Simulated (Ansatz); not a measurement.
## Quasiparticle gap of Y4S3N2 (C2/m)

Wanted: the gap of Y4S3N2 (C2/m) with a many-body correction, and the time that it takes.

Calculated with Ansatz 0.2.0; HSE06, then G0W0 on it, plane waves, PAW.

### Step 1. Set-up

It takes space group C2/m (No. 12, monoclinic). Conventional cell: a = 12.924 Å, b = 3.831 Å, c = 9.850 Å, α = 90.00°, β = 128.38°, γ = 90.00°. Y has 3 N at 2.23 to 2.32 Å and 3 S at 2.88 to 2.92 Å nearest. Y has 1 N at 2.14 Å and 5 S at 2.73 to 3.03 Å nearest. Nearest to S lie 6 Y at 2.80 to 2.88 Å. Nearest to S lie 5 Y at 2.73 to 3.03 Å. Nearest to N lie 4 Y at 2.14 to 2.32 Å. Farther neighbours and most contacts between anions are not listed.

Structure file:

```cif
data_structure
_symmetry_space_group_name_H-M 'P 1'
_symmetry_Int_Tables_number 1
_cell_length_a 6.7402
_cell_length_b 6.7402
_cell_length_c 9.8499
_cell_angle_alpha 126.529
_cell_angle_beta 126.529
_cell_angle_gamma 33.021
_cell_volume 191.17
loop_
_atom_site_label
_atom_site_type_symbol
_atom_site_fract_x
_atom_site_fract_y
_atom_site_fract_z
_atom_site_occupancy
Y1 Y 0.76032 0.76032 0.64852 1
Y2 Y 0.23968 0.23968 0.35148 1
Y3 Y 0.43655 0.43655 0.14568 1
Y4 Y 0.56345 0.56345 0.85432 1
S5 S 0.00000 0.00000 0.00000 1
S6 S 0.17442 0.17442 0.78434 1
S7 S 0.82558 0.82558 0.21566 1
N8 N 0.64304 0.64304 0.36114 1
N9 N 0.35696 0.35696 0.63886 1
```

The cell and positions are those that the Materials Project relaxed with its own functionals (PBE, PBE+U or r2SCAN), kept fixed.

The logs state that the PAW files were generated under PBE.

### Step 2. HSE06 levels on the mesh and at listed points

HSE06 mixes in a quarter of exact exchange at short range.

This step: DFT, HSE06, plane waves, PAW; PAW set soft_1.

Input file input.yaml:

```yaml
crystal:
  lattice:
    - [6.4622478753, -1.9155154099, 0.0]
    - [6.4622478753, 1.9155154099, 0.0]
    - [-6.1150777327, 0.0, 7.7218549571]
  atoms:
    - { symbol: "Y", position: [0.76032434, 0.76032434, 0.64851811] }
    - { symbol: "Y", position: [0.23967566, 0.23967566, 0.35148189] }
    - { symbol: "Y", position: [0.43654668, 0.43654668, 0.14567864] }
    - { symbol: "Y", position: [0.56345332, 0.56345332, 0.85432136] }
    - { symbol: S, position: [0.0, 0.0, 0.0] }
    - { symbol: S, position: [0.17442465, 0.17442465, 0.78433872] }
    - { symbol: S, position: [0.82557535, 0.82557535, 0.21566128] }
    - { symbol: "N", position: [0.64303648, 0.64303648, 0.36114028] }
    - { symbol: "N", position: [0.35696352, 0.35696352, 0.63885972] }
kpoints:
  mp_grid: { grid: [4, 4, 2] }
  band_path:
    path:
      - [0.0, 0.0, 0.0]
      - [-0.28574107, 0.28574107, 0.0]
      - [-0.71425893, -0.28574107, 0.0]
      - [-0.5, -0.5, 0.0]
      - [-0.5, -0.5, 0.5]
      - [-0.7433739, -0.2566261, 0.5]
      - [-0.2566261, 0.2566261, 0.5]
      - [0.0, 0.0, 0.5]
    npoints: 1
hamiltonian:
  xc: hse06
  pseudopotentials: { kind: paw, azcp: { folder: soft_1 } }
scf:
  occupations: { method: fixed }
  n_extra_bands: 7
output:
  eigenvalues: true
```

The run is started by

```bash
$ ansatz run input.yaml --threads 2 --pin off --max-ram 92160MiB --backend cuda --events-out ev --progress --plain --runs-dir out --devices 1 --max-vram 13GiB
```

Numbers of over 12 decimals in the logs are rounded to 6 here.

The program printed:

```text
basis.fft_grid_basis auto: the FFT boxes are laid along the combinations [[1, -1, 0], [0, 1, 0], [1, 0, 1]] of the cell's own vectors, 3.831, 6.740 and 7.963 Å long. The dense box has 27×48×54 points. Along the cell's own vectors, as sized, it would have 48×48×72, 2.37 times as many. Of the 4 symmetry operations that the crystal satisfies within crystal.symmetry.tolerance (time reversal apart; of a slab, those that k [...]
scf.n_extra_bands = 7 over 36 filled bands (N_el = 72.0): the run solves 43 bands
GPUs: using 1 of 1 available (devices: 1).
Engine: ansatz 0.2.0, x86_64-unknown-linux-gnu
Pseudopotentials: kind: paw
Pseudopotential: Y, paw, valence charge 11, recommended cutoff 420 eV (normal), soft_1/Y.paw.azcp
Pseudopotential: S, paw, valence charge 6, recommended cutoff 420 eV (normal), soft_1/S.paw.azcp
Pseudopotential: N, paw, valence charge 5, recommended cutoff 420 eV (normal), soft_1/N.paw.azcp
Functional definition: HSE06
  parameter a = 0.25
  parameter omega = 0.11/bohr
  exchange = pbe_x - a*pbe_x_sr(omega) + a*exact_x_sr(omega)
  correlation = pbe_c
davidson cushion auto → on  (no smearing: the cushion is to keep the highest requested band from converging to the state above it; pin scf.eigensolver.cushion to override)
device memory: the entry about to start is reckoned to put 1.7 GiB on a device that reports 48.2 GiB free (of which the cap on the GPU budget leaves the run 13.0 GiB)
GPU FFT provider: cuFFT
GPU libraries: cuBLAS 13.8.2, cuFFT 12.4.0, cuSOLVER 12.3.4
Crystal: 9 atoms, lattice volume = 191.171 Å³
Basis set: ecut = 420 eV, 3763 PW (Γ), FFT grids on a1−a2, a2, a1+a3
Bands: 43, of which v1, the nominal top of the filled ones, is band 36 counted from 1 (35 counted from 0)
Symmetry: 4 space group operations
Space group: C2/m (ITA 12), of the structure as read, at distance tolerance 5.8e-5 Å
k-points: 14 of 32
Non-local potential: Y, projectors of the file, l = 0: 3, l = 1: 2, l = 2: 2, l = 3: 1
Non-local potential: S, projectors of the file, l = 0: 2, l = 1: 2, l = 2: 1
Non-local potential: N, projectors of the file, l = 0: 2, l = 1: 2, l = 2: 1
PAW form: soft (Blöchl's): semilocal exchange-correlation on the pseudo side does not see the compensation charge
PAW frozen core: Y, regenerated for the run's functional, and the local potential with it (the file was generated under x = pbe(κ = 0.804, μ = 0.219515), c = pbe(β = 0.066725))
PAW frozen core: S, regenerated for the run's functional, and the local potential with it (the file was generated under x = pbe(κ = 0.804, μ = 0.219515), c = pbe(β = 0.066725))
PAW frozen core: N, regenerated for the run's functional, and the local potential with it (the file was generated under x = pbe(κ = 0.804, μ = 0.219515), c = pbe(β = 0.066725))
PAW one-centre angular grid: Y, 590 points (default); XC on 64 Gauss nodes
PAW one-centre angular grid: S, 110 points (default); XC on 64 Gauss nodes
PAW one-centre angular grid: N, 110 points (default); XC on 64 Gauss nodes
Initial density: superposition of atomic densities (chi_scale 0.1, normalization cell, long waves kept (reshape's long-wave potential 0.06 eV rms))
Initial wavefunctions: pseudopotential atomic-orbital guess
GPU buffer pool allocated for 69984 grid points (all kernels)
GPU transforms: local potential and band sums: pruned to the plane-wave sphere, on 25×45×54
Functional: x = pbe(κ = 0.804, μ = 0.219515), c = pbe(β = 0.066725), warm-up for x = pbe(κ = 0.804, μ = 0.219515) + 0.25 (exact − pbe) at short range (hse, ω = 0.207870 Å⁻¹), c = pbe(β = 0.066725); HSE06 as pw.x's `hse` composes it (authors' and Libxc's form: `xc: wpbeh`)
SCF iter   1: F=—  HF=-18888.880875 eV  |F-HF|=—  |Δ(HF+E_count)|=         —  Δρ=5.35e-2  dr2=1.05e1  ethr=1.00e-1  ⟨swp⟩=3.8  Hψ=1820  notcnv=0
preconditioner: auto → none  [insulator: Δε(μ)=1.913 eV  Ē_g=8.299 eV  n_scr=44 (ndim 8)  ℏωp=17.0 eV  f_vac=0.000]
SCF iter   2: F=—  HF=-18889.343343 eV  |F-HF|=—  |Δ(HF+E_count)|=   4.62e-1  Δρ=7.77e-2  dr2=1.70e1  ethr=1.46e-2  ⟨swp⟩=4.8  Hψ=1735  notcnv=0  defer=1
iter 3 solved again at ethr=8.38e-4 eV; its pass at ethr=1.46e-2 eV (dr2=6.03e-1 eV) is discarded
SCF iter   3: F=—  HF=-18886.684959 eV  |F-HF|=—  |Δ(HF+E_count)|=    2.66e0  Δρ=1.62e-2  dr2=6.08e-1  ethr=8.38e-4  ⟨swp⟩=3.3  Hψ=3057  notcnv=0
SCF iter   4: F=—  HF=-18886.662271 eV  |F-HF|=—  |Δ(HF+E_count)|=   2.27e-2  Δρ=7.90e-3  dr2=2.16e-1  ethr=8.38e-4  ⟨swp⟩=4.4  Hψ=1680  notcnv=0
SCF iter   5: F=—  HF=-18886.646420 eV  |F-HF|=—  |Δ(HF+E_count)|=   1.59e-2  Δρ=3.00e-3  dr2=1.96e-2  ethr=3.00e-4  ⟨swp⟩=4.1  Hψ=1606  notcnv=0  defer=2
SCF iter   6: F=—  HF=-18886.644945 eV  |F-HF|=—  |Δ(HF+E_count)|=   1.47e-3  Δρ=8.70e-4  dr2=1.78e-3  ethr=2.73e-5  ⟨swp⟩=4.6  Hψ=1659  notcnv=0
SCF iter   7: F=—  HF=-18886.645241 eV  |F-HF|=—  |Δ(HF+E_count)|=   2.96e-4  Δρ=3.05e-4  dr2=2.60e-4  ethr=2.47e-6  ⟨swp⟩=4.0  Hψ=1655  notcnv=0
SCF iter   8: F=-18886.645257 eV  HF=-18886.645254 eV  |F-HF|=3.35e-6  |Δ(HF+E_count)|=   1.25e-5  Δρ=8.96e-5  dr2=7.49e-6  ethr=3.61e-7  ⟨swp⟩=4.1  Hψ=1687  notcnv=0
SCF 1 stopped early in 8 iterations: F = -18886.645257 eV  dr2 = 7.49e-6
  greatest PAW one-centre occupation: 0.993 electrons in one spin orbital (limit 2), on the Y atom at site 1 (counted from 0), in its partial waves of l = 0
device memory: the entry about to start is reckoned to put 2.5 GiB (of the 2.5 GiB reckoned in all, the device holds 0.1 GiB already) on a device that reports 49.9 GiB free (of which the cap on the GPU budget leaves the run 13.0 GiB)
GPU FFT provider: cuFFT
GPU libraries: cuBLAS 13.8.2, cuFFT 12.4.0, cuSOLVER 12.3.4
Initial density: handed on by an earlier stage of this run
Initial wavefunctions: those handed on with the density
GPU buffer pool allocated for 69984 grid points (all kernels)
GPU transforms: local potential and band sums: pruned to the plane-wave sphere, on 25×45×54
Functional: x = pbe(κ = 0.804, μ = 0.219515) + 0.25 (exact − pbe) at short range (hse, ω = 0.207870 Å⁻¹), c = pbe(β = 0.066725); HSE06 as pw.x's `hse` composes it (authors' and Libxc's form: `xc: wpbeh`)
Exchange kernel: α = 0.2500, screened, ω = 0.2079 Å⁻¹, Wigner–Seitz truncation, v(0) = 1040.4290 eV·Å³, q-mesh 4×4×2, nearest image of the exchange supercell L = 15.32 Å, pair-density grid 24×45×54, without the augmentation charges, whose exchange is taken in its separable form by FFT convolution over the k-point mesh (the finest that the files' search goes to), smooth part of the exact exchange by density-matrix convolution in up to 4.17 GiB of GPU memory as planned if the GPU has room (build and FFT work areas not counted)
Frozen-core exchange: fock
SCF iter   1: F=—  HF=-18898.896662 eV  |F-HF|=—  |Δ(HF+E_count)|=         —  Δρ=5.96e-3  dr2=1.35e-1  ethr=1.04e-7  ⟨swp⟩=10.8  Hψ=4093  notcnv=0
preconditioner: auto → none  [insulator: Δε(μ)=2.480 eV  Ē_g=9.621 eV  n_scr=44 (ndim 8)  ℏωp=17.0 eV  f_vac=0.038]
[...]
SCF iter   3: F=—  HF=-18898.888283 eV  |F-HF|=—  |Δ(HF+E_count)|=   2.65e-2  Δρ=2.09e-3  dr2=1.69e-2  ethr=1.04e-7  ⟨swp⟩=7.6  Hψ=2950  notcnv=0
SCF iter   4: F=—  HF=-18898.883677 eV  |F-HF|=—  |Δ(HF+E_count)|=   4.61e-3  Δρ=4.61e-4  dr2=6.18e-4  ethr=1.04e-7  ⟨swp⟩=5.6  Hψ=2582  notcnv=0
SCF iter   5: F=—  HF=-18898.885118 eV  |F-HF|=—  |Δ(HF+E_count)|=   1.44e-3  Δρ=4.39e-4  dr2=7.80e-4  ethr=1.04e-7  ⟨swp⟩=5.5  Hψ=2415  notcnv=0
SCF iter   6: F=—  HF=-18898.884961 eV  |F-HF|=—  |Δ(HF+E_count)|=   1.57e-4  Δρ=1.71e-4  dr2=1.56e-4  ethr=1.04e-7  ⟨swp⟩=4.1  Hψ=1939  notcnv=0
SCF iter   7: F=-18898.884919 eV  HF=-18898.884926 eV  |F-HF|=7.05e-6  |Δ(HF+E_count)|=   3.53e-5  Δρ=3.53e-5  dr2=1.64e-5  ethr=1.04e-7  ⟨swp⟩=3.6  Hψ=1594  notcnv=0
SCF 2 stopped early in 7 iterations: F = -18898.884919 eV  dr2 = 1.64e-5
  greatest PAW one-centre occupation: 0.995 electrons in one spin orbital (limit 2), on the Y atom at site 1 (counted from 0), in its partial waves of l = 0
hybrid outer 1: dexx = +3.658e-2 eV, tail = 6.43e-5 eV
GPU FFT provider: cuFFT
GPU libraries: cuBLAS 13.8.2, cuFFT 12.4.0, cuSOLVER 12.3.4
GPU buffer pool allocated for 69984 grid points (all kernels)
GPU transforms: local potential and band sums: pruned to the plane-wave sphere, on 25×45×54
Exchange kernel: α = 0.2500, screened, ω = 0.2079 Å⁻¹, Wigner–Seitz truncation, v(0) = 1040.4290 eV·Å³, q-mesh 4×4×2, nearest image of the exchange supercell L = 15.32 Å, pair-density grid 24×45×54, without the augmentation charges, whose exchange is taken in its separable form by FFT convolution over the k-point mesh (the finest that the files' search goes to), smooth part of the exact exchange by density-matrix convolution in up to 4.17 GiB of GPU memory as planned if the GPU has room (build and FFT work areas not counted)
Frozen-core exchange: fock
SCF iter   1: F=—  HF=-18898.885067 eV  |F-HF|=—  |Δ(HF+E_count)|=         —  Δρ=1.15e-4  dr2=3.84e-5  ethr=4.46e-7  ⟨swp⟩=4.5  Hψ=1611  notcnv=0
preconditioner: auto → none  [insulator: Δε(μ)=2.332 eV  Ē_g=9.529 eV  n_scr=44 (ndim 8)  ℏωp=17.0 eV  f_vac=0.041]
iter 2 solved again at ethr=4.81e-9 eV; its pass at ethr=5.25e-8 eV (dr2=3.46e-6 eV) is discarded
SCF iter   2: F=—  HF=-18898.885058 eV  |F-HF|=—  |Δ(HF+E_count)|=   8.75e-6  Δρ=3.64e-5  dr2=4.02e-6  ethr=4.81e-9  ⟨swp⟩=2.8  Hψ=2845  notcnv=0
SCF iter   3: F=—  HF=-18898.885057 eV  |F-HF|=—  |Δ(HF+E_count)|=   8.16e-7  Δρ=6.30e-6  dr2=1.38e-7  ethr=4.73e-9  ⟨swp⟩=3.9  Hψ=1598  notcnv=0
SCF iter   4: F=-18898.885058 eV  HF=-18898.885058 eV  |F-HF|=1.49e-8  |Δ(HF+E_count)|=   7.50e-7  Δρ=4.43e-6  dr2=2.68e-8  ethr=6.74e-11  ⟨swp⟩=7.5  Hψ=2404  notcnv=0  defer=1
SCF 3 converged in 4 iterations: F = -18898.885058 eV  dr2 = 2.68e-8
hybrid outer 2: dexx = +1.263e-6 eV, tail = 7.54e-8 eV, Δε = 4.77e-3 eV (about 1.97e-4 eV left of the loop's levels)
the search or the solves at the SCF's close seem to have found levels that the self-consistency loop had missed (the run counts 1). By its estimate they hold under 1e-12 electrons; where the run keeps them, the occupations were computed again with them
device memory: the entry about to start is reckoned to put 0.9 GiB on a device that reports 40.8 GiB free (of which the cap on the GPU budget leaves the run 13.0 GiB)
NSCF: frozen V_eff on 8 k-points
hybrid SCF converged: 2 outer / 11 inner (+8 warm-up), last move |dexx| = 1.26e-6 eV, tail = 7.54e-8 eV
Stability not checked: this state was not tested for a lower state beside it, because the functional holds exact exchange (a hybrid, or Hartree-Fock), whose exchange loop this test does not read (fock_operator; see scf.lower_state_search)
Free energy (F): -18898.885058 eV
Frozen-core exchange: fock
Harris-Foulkes:  -18898.885058 eV  (|F-HF|=1.49e-8)
Internal energy: -18898.885058 eV  (E = F + TS)
E sigma→0 (E₀):  -18898.885058 eV
Fermi energy:    7.410477 eV
--- Per-component energies (eV) ---
  E_band       = -555.843528
  E_kinetic    = 1842.438609
  E_local      = -3562.188205  (includes V_loc(G=0)·N_el)
  E_nonlocal   = 273.472197
  E_hartree    = 1226.834024
  E_xc         = -888.752147
  E_vxc        = -981.425649  (∫ρ·V_xc dr)
  E_exx        = -170.407855  (= α·E_x^exact, valence–valence)
  E_paw        = -13402.849108  (= ΣΔE_a)
  E_vpaw       = -240.996627  (= ΣTr[D̂ρ^β])
  E_aug_tail   = 0.001788  (compensation charges beyond the density's cutoff)
  E_ewald      = -4215.587630
  E_core_change = -1.846732  (= ΣΔE_core)
  E_smearing   = -0.000000  (= −TS)
  E_closure    = -0.000000  (closes the sum)
  Σ components = -18898.885058   (vs F -18898.885058, Δ=0.00e0)
--- Band table (eV; the first three rows and the last of 14) ---
  k-point 0: bands = [... 32 lower, 6.1173, 6.5337, 6.7578, 7.2427, 10.1904, 11.1798, 11.5734, 11.9946, ... 3 higher]
  k-point 1: bands = [... 32 lower, 6.2090, 6.5993, 6.6102, 6.8185, 10.2481, 11.0772, 11.7613, 12.1203, ... 3 higher]
  k-point 2: bands = [... 32 lower, 6.2374, 6.5738, 6.6466, 6.8728, 11.3228, 11.6982, 11.8744, 12.2154, ... 3 higher]
  k-point 13: bands = [... 32 lower, 6.2466, 6.3523, 6.5245, 7.4105, 9.7909, 10.9194, 11.8209, 11.8864, ... 3 higher]
```

Run time: 42 s. Hardware: 1 × NVIDIA H100 80GB HBM3 (shared by 6 runs) with 2 threads of AMD EPYC 7R13 (Zen 3), shared host; peak memory 1.6 GiB.

This step gave:

```yaml
gap: 2.335 eV
valence_top_at: M_2
conduction_bottom_at: Y_2
least_direct_gap: 2.380 eV
exact_exchange_fraction: 0.25
```

Over mesh and listed points the gap is 2.335 eV, from k = (-0.500, -0.500, 0.500) to k = (-0.500, -0.500, 0.000). The least direct gap found is 2.380 eV, at k = (-0.500, -0.500, 0.500).

(Part 1 of 2 ends here.)

[Paths, hosts, dates, memory and timing lines, banners, echoed tables and standing remarks are left out of the program output.]

[Logs are printed without paths, hosts, clocks, repeated set-up lines and the standing remarks that a program may print on its own settings, such as how far it seeks lower states.]

[Runs of the session that timed out or met a known fault of the program may be left out.]

[Cells called generated may have been cut or substituted from an entry of the Crystallography Open Database or the Materials Project.]

[Hosts, paths, dates, database ids (printed as entryN), source tags and the programs' standing remarks are cut or masked in the printed files.]

[Where an RPA ε∞ is given, it is that of the G0W0 mesh and is not shown converged in it. Names of k-points follow the symmetry that the program found, which can be lower than the space group named. Band edges on a path are those of the sampled points; other points can move an edge, and change direct to indirect where valleys lie close.]

[Hybrid gaps are those of their k-mesh and are not shown converged in it.]
